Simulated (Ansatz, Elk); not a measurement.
**Dielectric function and optical constants of BaHfP2 (model structure)**

Aim: the dielectric function of BaHfP2 (model structure), and the optical constants that follow from it. The structure is a model and need not exist. It was built so: All N replaced by P and Sr replaced by Ba in the R-3m structure of SrHfN2. The cell is first relaxed with Ansatz.

Main program and level: Elk 11.2.3 (patched build); DFT, PBE, all-electron APW+lo, Dirac cores, scalar-relativistic bands, independent-particle optical response without local fields.

## (1) The structure

Symmetry: R-3m, No. 166, trigonal system. Conventional cell: a = 3.900 Å, b = 3.900 Å, c = 20.639 Å, α = 90.00°, β = 90.00°, γ = 120.00°. Nearest to Hf lie 6 P at 2.63 Å. Nearest to Ba lie 6 P at 3.06 Å. P has 3 Hf at 2.63 Å and 3 Ba at 3.06 Å nearest. Farther neighbours, and contacts between anions beyond the nearest, are not listed.

## (2) Relaxation

Spectra hang on bond lengths, so the cell is first brought to its minimum.

This step: DFT, PBE, plane-wave PAW, default files, scalar-relativistic, relaxation (Ansatz 0.2.0).

input.yaml reads:

```yaml
crystal:
  lattice:
    - [1.9497858913, 1.1257094092, 6.87973097]
    - [-1.9497858913, 1.1257094092, 6.87973097]
    - [0.0, -2.2514188185, 6.87973097]
  atoms:
    - { symbol: Hf, position: [0.5, 0.5, 0.5] }
    - { symbol: Ba, position: [0.0, 0.0, 0.0] }
    - { symbol: P, position: [0.767368, 0.767368, 0.767368] }
    - { symbol: P, position: [0.232632, 0.232632, 0.232632] }
kpoints:
  mp_grid: { grid: [7, 7, 7] }
scf:
  occupations: { method: fermi_dirac, width: 0.05 }
hamiltonian:
  xc: pbe
output:
  forces: true
  stress: true
relax:
  f_tol: 0.02
  max_steps: 50
  cell: {}
```

Started as:

```
> ansatz run input.yaml --threads 4 --pin off --max-ram 8192MiB --backend cpu --events-out ev --progress --plain --runs-dir out
```

Standard output:

```text
basis.fft_grid_basis auto: the FFT boxes are laid along the combinations [[1, 0, -1], [0, 1, -1], [0, 0, 1]] of the cell's own vectors, 3.900, 3.900 and 7.239 Å long. The dense box has 27×27×50 points. Along the cell's own vectors, as sized, it would have 50×50×50, 3.43 times as many. Of the 12 symmetry operations that the crystal satisfies within crystal.symmetry.tolerance (time reversal apart; of a slab, those that [...]
Engine: ansatz 0.2.0, aarch64-unknown-linux-gnu
Pseudopotentials: kind: paw
Pseudopotential: Hf, paw, valence charge 26, recommended cutoff 420 eV (normal), Hf.paw.azcp
Pseudopotential: Ba, paw, valence charge 10, recommended cutoff 420 eV (normal), Ba.paw.azcp
Pseudopotential: P, paw, valence charge 5, recommended cutoff 420 eV (normal), P.paw.azcp
Functional definition: PBE
  parameter kappa = 0.804
  parameter beta = 0.066725
  exchange = pbe_x(kappa = kappa, mu = beta*pi^2/3)
  correlation = pbe_c(beta = beta)
Crystal: 4 atoms, lattice volume = 90.602 Å³
Basis set: ecut = 420 eV, 1775 PW (Γ), FFT grids on a1−a3, a2−a3, a3, exchange–correlation on 54×54×100 points (8 copies of the dense FFT grid, shifted against one another)
Bands: 28, of which v1, the nominal top of the filled ones, is band 23 counted from 1 (22 counted from 0)
Symmetry: 12 space group operations
Space group: R-3m (ITA 166), of the structure as read, at distance tolerance 4.5e-5 Å
k-points: 44 of 343
Non-local potential: Hf, projectors of the file, l = 0: 3, l = 1: 2, l = 2: 2, l = 3: 3
Non-local potential: Ba, projectors of the file, l = 0: 3, l = 1: 2, l = 2: 2, l = 3: 2
Non-local potential: P, projectors of the file, l = 0: 2, l = 1: 2, l = 2: 2
PAW form: soft (Blöchl's): semilocal exchange-correlation on the pseudo side does not see the compensation charge
PAW one-centre angular grid: Hf, 590 points (default); XC on 64 Gauss nodes
PAW one-centre angular grid: Ba, 194 points (default); XC on 64 Gauss nodes
PAW one-centre angular grid: P, 110 points (default); XC on 64 Gauss nodes
Initial density: superposition of atomic densities (neutral atoms: chi_scale 0, normalization atom), corrected by the library's trained network
Initial wavefunctions: pseudopotential atomic-orbital guess
Functional: x = pbe(κ = 0.804, μ = 0.219515), c = pbe(β = 0.066725)
SCF iter   1: F=—  HF=-23186.658972 eV  |F-HF|=—  |Δ(HF+E_count)|=         —  Δρ=1.35e-3  dr2=2.09e-3  ethr=1.77e-3  ⟨swp⟩=7.5  Hψ=6000  notcnv=0
preconditioner: auto → Kerker (q_TF=auto, 2.437 Å⁻¹)  [metal: Δε(μ)=0.086 eV  Ē_g=11.181 eV  σ=0.050 eV  W_gap=0.40  n_scr=28 (ndim 8)  ℏωp=23.4 eV  f_vac=0.000  D(μ)=0.68/eV (n_scr^D=2)]
SCF iter   2: F=—  HF=-23186.658634 eV  |F-HF|=—  |Δ(HF+E_count)|=   3.38e-4  Δρ=9.13e-4  dr2=2.07e-3  ethr=4.54e-6  ⟨swp⟩=2.6  Hψ=2754  notcnv=0
SCF iter   3: F=—  HF=-23186.658455 eV  |F-HF|=—  |Δ(HF+E_count)|=   1.79e-4  Δρ=4.36e-4  dr2=5.57e-4  ethr=4.50e-6  ⟨swp⟩=1.4  Hψ=1251  notcnv=0
SCF iter   4: F=—  HF=-23186.658385 eV  |F-HF|=—  |Δ(HF+E_count)|=   7.02e-5  Δρ=1.02e-4  dr2=3.82e-5  ethr=1.21e-6  ⟨swp⟩=2.0  Hψ=1617  notcnv=0
SCF iter   5: F=—  HF=-23186.658382 eV  |F-HF|=—  |Δ(HF+E_count)|=   2.38e-6  Δρ=7.53e-5  dr2=9.85e-6  ethr=8.31e-8  ⟨swp⟩=2.0  Hψ=2243  notcnv=0
SCF iter   6: F=—  HF=-23186.658377 eV  |F-HF|=—  |Δ(HF+E_count)|=   5.57e-6  Δρ=2.78e-5  dr2=2.86e-6  ethr=2.14e-8  ⟨swp⟩=2.0  Hψ=2234  notcnv=0
SCF iter   7: F=—  HF=-23186.658377 eV  |F-HF|=—  |Δ(HF+E_count)|=   3.49e-9  Δρ=1.33e-5  dr2=1.23e-6  ethr=6.21e-9  ⟨swp⟩=1.1  Hψ=1232  notcnv=0
SCF iter   8: F=—  HF=-23186.658376 eV  |F-HF|=—  |Δ(HF+E_count)|=   1.45e-7  Δρ=6.12e-6  dr2=2.89e-7  ethr=2.67e-9  ⟨swp⟩=1.9  Hψ=1643  notcnv=0
SCF iter   9: F=-23186.658376 eV  HF=-23186.658376 eV  |F-HF|=6.28e-8  |Δ(HF+E_count)|=   4.01e-8  Δρ=2.95e-6  dr2=6.83e-8  ethr=2.17e-10  ⟨swp⟩=5.1  Hψ=4664  notcnv=0
SCF 1 converged in 9 iterations: F = -23186.658376 eV  dr2 = 6.83e-8
  greatest PAW one-centre occupation: 0.998 electrons in one spin orbital (limit 2), on the Hf atom at site 0 (counted from 0), in its partial waves of l = 0
relax step   1: F+E_penalty+E_count = -23186.65837631 eV  Δ(F+E_penalty+E_count) = +0.000e0 eV  max|allowed force component| = 3.538e-2 eV/Å  Δτ_max = 0.0000 Å  P = +7.267 GPa  Ω = 90.602 Å³  (9 SCF iters, dr2 threshold 1.00e-7 eV, accepted)
Crystal: 4 atoms, lattice volume = 99.311 Å³
Basis set: ecut = 420 eV, 1981 PW (Γ), FFT grids on a1−a3, a2−a3, a3, exchange–correlation on 54×54×100 points (8 copies of the dense FFT grid, shifted against one another)
Initial density: handed on by an earlier stage of this run
Initial wavefunctions: those handed on with the density
iter 1 solved again at ethr=2.21e-4 eV; its pass at ethr=3.10e-3 eV (dr2=1.02e-1 eV) is discarded
SCF iter   1: F=—  HF=-23186.851826 eV  |F-HF|=—  |Δ(HF+E_count)|=         —  Δρ=3.84e-3  dr2=1.03e-1  ethr=2.21e-4  ⟨swp⟩=2.0  Hψ=8286  notcnv=0
preconditioner: auto → Resta (q_TF=auto, 2.400 Å⁻¹)  ε∞=5.0  [insulator: Δε(μ)=0.139 eV  Ē_g=11.164 eV  σ=0.050 eV  W_gap=0.60  n_scr=28 (ndim 8)  ℏωp=22.4 eV  f_vac=0.000  D(μ)=0.42/eV (n_scr^D=2)  ε∞_Penn≈5.0]
SCF iter   2: F=—  HF=-23186.835403 eV  |F-HF|=—  |Δ(HF+E_count)|=   1.64e-2  Δρ=1.78e-3  dr2=7.81e-3  ethr=2.21e-4  ⟨swp⟩=3.1  Hψ=1805  notcnv=0
SCF iter   3: F=—  HF=-23186.834497 eV  |F-HF|=—  |Δ(HF+E_count)|=   9.07e-4  Δρ=8.47e-4  dr2=9.21e-4  ethr=1.70e-5  ⟨swp⟩=2.0  Hψ=1922  notcnv=0
SCF iter   4: F=—  HF=-23186.834492 eV  |F-HF|=—  |Δ(HF+E_count)|=   4.75e-6  Δρ=4.25e-4  dr2=2.31e-4  ethr=2.00e-6  ⟨swp⟩=2.6  Hψ=2524  notcnv=0
SCF iter   5: F=—  HF=-23186.834462 eV  |F-HF|=—  |Δ(HF+E_count)|=   2.98e-5  Δρ=1.15e-4  dr2=1.94e-5  ethr=5.02e-7  ⟨swp⟩=2.4  Hψ=2249  notcnv=0
SCF iter   6: F=—  HF=-23186.834468 eV  |F-HF|=—  |Δ(HF+E_count)|=   5.75e-6  Δρ=4.33e-5  dr2=2.41e-6  ethr=4.22e-8  ⟨swp⟩=2.0  Hψ=2109  notcnv=0
SCF iter   7: F=-23186.834469 eV  HF=-23186.834469 eV  |F-HF|=6.33e-10  |Δ(HF+E_count)|=   1.35e-6  Δρ=9.03e-6  dr2=1.16e-7  ethr=8.70e-10  ⟨swp⟩=6.0  Hψ=6196  notcnv=0
SCF 2 converged in 7 iterations: F = -23186.834469 eV  dr2 = 1.16e-7
relax step   2: F+E_penalty+E_count = -23186.83446937 eV  Δ(F+E_penalty+E_count) = -1.761e-1 eV  max|allowed force component| = 6.966e-2 eV/Å  Δτ_max = 0.0145 Å  P = -0.869 GPa  Ω = 99.311 Å³  energy of the carried Pulay correction = -1.072e-3 eV  (7 SCF iters, dr2 threshold 4.00e-7 eV, accepted)
Crystal: 4 atoms, lattice volume = 98.246 Å³
Basis set: ecut = 420 eV, 1963 PW (Γ), FFT grids on a1−a3, a2−a3, a3, exchange–correlation on 54×54×100 points (8 copies of the dense FFT grid, shifted against one another)
iter 1 solved again at ethr=4.40e-7 eV; its pass at ethr=3.10e-3 eV (dr2=2.02e-4 eV) is discarded
SCF iter   1: F=—  HF=-23186.838094 eV  |F-HF|=—  |Δ(HF+E_count)|=         —  Δρ=4.01e-4  dr2=1.91e-4  ethr=4.40e-7  ⟨swp⟩=3.2  Hψ=7956  notcnv=0
preconditioner: auto → Resta (q_TF=auto, 2.404 Å⁻¹)  ε∞=5.1  [insulator: Δε(μ)=0.146 eV  Ē_g=11.129 eV  σ=0.050 eV  W_gap=0.61  n_scr=28 (ndim 8)  ℏωp=22.5 eV  f_vac=0.000  D(μ)=0.46/eV (n_scr^D=2)  ε∞_Penn≈5.1]
SCF iter   2: F=—  HF=-23186.838084 eV  |F-HF|=—  |Δ(HF+E_count)|=   9.75e-6  Δρ=2.26e-4  dr2=6.05e-5  ethr=4.16e-7  ⟨swp⟩=1.5  Hψ=1344  notcnv=0
SCF iter   3: F=—  HF=-23186.838078 eV  |F-HF|=—  |Δ(HF+E_count)|=   6.57e-6  Δρ=3.20e-5  dr2=9.60e-7  ethr=1.32e-7  ⟨swp⟩=2.0  Hψ=2122  notcnv=0
SCF iter   4: F=-23186.838078 eV  HF=-23186.838078 eV  |F-HF|=1.79e-9  |Δ(HF+E_count)|=   4.19e-7  Δρ=7.84e-6  dr2=7.96e-8  ethr=8.70e-10  ⟨swp⟩=6.6  Hψ=5582  notcnv=0
SCF 3 converged in 4 iterations: F = -23186.838078 eV  dr2 = 7.96e-8
relax step   3: F+E_penalty+E_count = -23186.83807801 eV  Δ(F+E_penalty+E_count) = -3.609e-3 eV  max|allowed force component| = 1.962e-2 eV/Å  Δτ_max = 0.0010 Å  P = -0.087 GPa  Ω = 98.246 Å³  energy of the carried Pulay correction = -9.465e-4 eV  (4 SCF iters, dr2 threshold 4.00e-7 eV, accepted)
[...]
relax step   4: F+E_penalty+E_count = -23186.83813846 eV  Δ(F+E_penalty+E_count) = -6.045e-5 eV  max|allowed force component| = 1.277e-2 eV/Å  Δτ_max = 0.0027 Å  P = +0.020 GPa  Ω = 98.169 Å³  energy of the carried Pulay correction = -9.374e-4 eV  (5 SCF iters, dr2 threshold 6.00e-8 eV, accepted)
[...]
relax step   5: F+E_penalty+E_count = -23186.83816382 eV  Δ(F+E_penalty+E_count) = -2.536e-5 eV  max|allowed force component| = 1.463e-4 eV/Å  Δτ_max = 0.0012 Å  P = +0.000 GPa  Ω = 98.170 Å³  energy of the carried Pulay correction = -9.375e-4 eV  (5 SCF iters, dr2 threshold 9.36e-9 eV, accepted)
Basis set: ecut = 420 eV, 1963 PW (Γ), FFT grids on a1−a3, a2−a3, a3, exchange–correlation on 54×54×108 points (8 copies of the dense FFT grid, shifted against one another)
Initial wavefunctions: pseudopotential atomic-orbital guess (no wavefunctions were taken with the density)
iter 1 solved again at ethr=1.27e-6 eV; its pass at ethr=3.10e-3 eV (dr2=5.85e-4 eV) is discarded
SCF iter   1: F=—  HF=-23186.839460 eV  |F-HF|=—  |Δ(HF+E_count)|=         —  Δρ=7.79e-5  dr2=7.45e-7  ethr=1.27e-6  ⟨swp⟩=3.0  Hψ=9135  notcnv=0
eigensolver tolerance schedule: the retry pair's looser diagonalisation over-reported the residual by 784.95 of it (diagonalisation noise at 0.48 of the residual, at the tolerance the schedule requests for it); recorded, not acted on — ethr = c·dr2/N_el stays at c = 1.0e-1
SCF iter   2: F=—  HF=-23186.839456 eV  |F-HF|=—  |Δ(HF+E_count)|=   4.19e-6  Δρ=4.41e-5  dr2=6.34e-7  ethr=1.62e-9  ⟨swp⟩=3.0  Hψ=3077  notcnv=0
SCF iter   3: F=—  HF=-23186.839456 eV  |F-HF|=—  |Δ(HF+E_count)|=   4.15e-7  Δρ=2.64e-5  dr2=1.07e-7  ethr=1.38e-9  ⟨swp⟩=2.0  Hψ=2182  notcnv=0
SCF iter   4: F=—  HF=-23186.839457 eV  |F-HF|=—  |Δ(HF+E_count)|=   4.10e-7  Δρ=6.37e-6  dr2=7.46e-9  ethr=2.33e-10  ⟨swp⟩=2.9  Hψ=2350  notcnv=0
SCF iter   5: F=—  HF=-23186.839457 eV  |F-HF|=—  |Δ(HF+E_count)|=   2.60e-8  Δρ=7.55e-7  dr2=1.17e-10  ethr=1.62e-11  ⟨swp⟩=2.1  Hψ=2195  notcnv=0
SCF iter   6: F=-23186.839457 eV  HF=-23186.839457 eV  |F-HF|=7.28e-12  |Δ(HF+E_count)|=  3.64e-10  Δρ=8.08e-8  dr2=7.97e-12  ethr=1.00e-12  ⟨swp⟩=5.5  Hψ=5494  notcnv=0
SCF 6 converged in 6 iterations: F = -23186.839457 eV  dr2 = 7.97e-12
relax step   6: F+E_penalty+E_count = -23186.83945673 eV  Δ(F+E_penalty+E_count) = -1.293e-3 eV  max|allowed force component| = 3.638e-4 eV/Å  Δτ_max = 0.0000 Å  P = +0.016 GPa  Ω = 98.170 Å³  stress off target by 2.55e-2 GPa  SCF on the basis re-selected at this cell (its energy is not comparable with the rows above)  (6 SCF iters)
basis re-selected at this cell: Δ(F+E_penalty+E_count) = -1.293e-3 eV, ΔP = +0.015 GPa vs the last step (what re-selecting the basis moved, of the pressure what is left beyond the Pulay correction that the steps carried, after the strain that the cell walked since its last selection, with what the two solves' SCF thresholds leave and, on support functions, any second-order correction that the steps lacked; it is no measure of the basis error at this ecutwfc). The dense FFT grid was sized anew with the basis: this SCF ran on 27×27×54 points, the steps before it on 27×27×50, so part of this shift can come from that change (see relax.cell in the input reference). [rest of the remark cut]
SCF converged after 6 iterations
Free energy (F): -23186.839457 eV
Harris-Foulkes:  -23186.839457 eV  (|F-HF|=7.28e-12)
Internal energy: -23186.835144 eV  (E = F + TS)
E sigma→0 (E₀):  -23186.837301 eV
Entropy (-TS):   -0.004312 eV (-1.078 meV/atom)
Fermi energy:    10.851679 eV
--- Per-component energies (eV) ---
  E_band       = -175.347365
  E_kinetic    = 729.809022
  E_local      = -8275.268830  (includes V_loc(G=0)·N_el)
  E_nonlocal   = -1119.234913
  E_hartree    = 3818.927170
  E_xc         = -591.637614
  E_vxc        = -524.124744  (∫ρ·V_xc dr)
  E_paw        = -13290.723228  (= ΣΔE_a)
  E_vpaw       = 1375.617765  (= ΣTr[D̂ρ^β])
  E_aug_tail   = 0.000003  (compensation charges beyond the density's cutoff)
  E_ewald      = -4458.706753
  E_smearing   = -0.004312  (= −TS)
  E_closure    = -0.000000  (closes the sum)
  Σ components = -23186.839457   (vs F -23186.839457, Δ=0.00e0)
--- Forces (eV/Å), atoms counted from 1 ---
  atom   1  Hf     0.00000000    -0.00000000    -0.00000000
  atom   2  Ba    -0.00000000     0.00000000    -0.00000000
  atom   3  P     -0.00000000    -0.00000000     0.00036382
  atom   4  P      0.00000000     0.00000000    -0.00036382
  max |Σ_I F_I| component: 4.63e-18 eV/Å
--- Stress (GPa, compression-positive) ---
        0.010554       0.000000       0.000000
        0.000000       0.010554      -0.000000
        0.000000      -0.000000       0.025525
  P = ⅓ Tr σ = 0.0155 GPa (0.155 kbar)
--- Relaxed structure (5 steps of the walk, 5 accepted, 1 SCFs on fresh bases) ---
  F+E_penalty+E_count = -23186.83945673 eV   max|allowed force component| = 3.638e-4 eV/Å   (the final SCF, on the basis selected at the relaxed cell)
  cell:  # Å, volume = 98.1702 Å³
    - [1.982611, 1.144661, 7.209645]
    - [-1.982611, 1.144661, 7.209645]
    - [0, -2.289322, 7.209645]
  atoms:
    - { symbol: Hf, position: [0.500000, 0.500000, 0.5] }
    - { symbol: Ba, position: [0, 0, 0] }
    - { symbol: P, position: [0.768192, 0.768192, 0.768192] }
    - { symbol: P, position: [0.231808, 0.231808, 0.231808] }
```

Elapsed: 17 s, on 4 threads of Arm Neoverse N1, shared host; peak memory 0.5 GiB; 64 s of CPU time.

Reading the cycles: dr2 is the Hartree energy of the density residual (eV), the measure of convergence; HF is the Harris–Foulkes estimate of the energy, which meets the free energy F at convergence.

Step by step:

| step | energy less that of the first step (eV) | largest force component (eV/Å) | pressure (GPa) | volume (Å³) |
| --- | --- | --- | --- | --- |
| 1 | 0.0000 | 0.0354 | 7.27 | 90.60 |
| 2 | -0.1761 | 0.0697 | -0.87 | 99.31 |
| 3 | -0.1797 | 0.0196 | -0.09 | 98.25 |
| 4 | -0.1798 | 0.0128 | 0.02 | 98.17 |
| 5 | -0.1798 | 0.0001 | 0.00 | 98.17 |
| 6* | -0.1811 | 0.0004 | 0.02 | 98.17 |

Relaxation steps marked * repeat the geometry before them on a plane-wave basis chosen anew for their cell, so energy and pressure can jump there.

Forces are held to the 12 operations that the program found; a distortion that breaks them can't arise in this run.

| conventional cell, symmetrised | before | after | change |
| --- | --- | --- | --- |
| a (Å) | 3.900 | 3.965 | +1.7 % |
| b (Å) | 3.900 | 3.965 | +1.7 % |
| c (Å) | 20.639 | 21.629 | +4.8 % |
| volume (Å³/atom) | 22.65 | 24.54 | +8.4 % |

The atoms that moved most (Å, as changes of fractional coordinates times the final cell):

| atom | dx | dy | dz | length |
| --- | --- | --- | --- | --- |
| P3 | 0.000 | 0.000 | 0.018 | 0.018 |
| P4 | 0.000 | 0.000 | -0.018 | 0.018 |

The relaxed structure:

```cif
data_structure
_symmetry_space_group_name_H-M 'P 1'
_symmetry_Int_Tables_number 1
_cell_length_a 7.5644
_cell_length_b 7.5644
_cell_length_c 7.5644
_cell_angle_alpha 30.389
_cell_angle_beta 30.389
_cell_angle_gamma 30.389
_cell_volume 98.17
loop_
_atom_site_label
_atom_site_type_symbol
_atom_site_fract_x
_atom_site_fract_y
_atom_site_fract_z
_atom_site_occupancy
Hf1 Hf 0.50000 0.50000 0.50000 1
Ba2 Ba 0.00000 0.00000 0.00000 1
P3 P 0.76819 0.76819 0.76819 1
P4 P 0.23181 0.23181 0.23181 1
```

The relaxation ends with a largest force component of 3.6e-4 eV/Å and a pressure of 0.02 GPa.

(Part 1 of 3 ends here.)

[Long decimals in the printed logs are rounded to 6 places.]

[Machine, clock and banner lines and Python warnings are left out of the logs.]

[Logs are printed without paths, hosts, clocks, repeated set-up lines and the standing remarks that a program may print on its own settings, such as how far it seeks lower states.]

[Hosts, paths, dates, database ids (printed as entryN), source tags and the programs' standing remarks are cut or masked in the printed files.]

[Where Elk ran, warnings of its patched build on accuracy (core leakage, angular cutoffs, spin-orbit splittings, empty states, lower magnetic states) are left out.]

[Where the starting crystal was built by hand or by swapping elements, it need not be the compound's stable phase.]

[The count of steps not shown may lack steps that the program refused or didn't finish.]
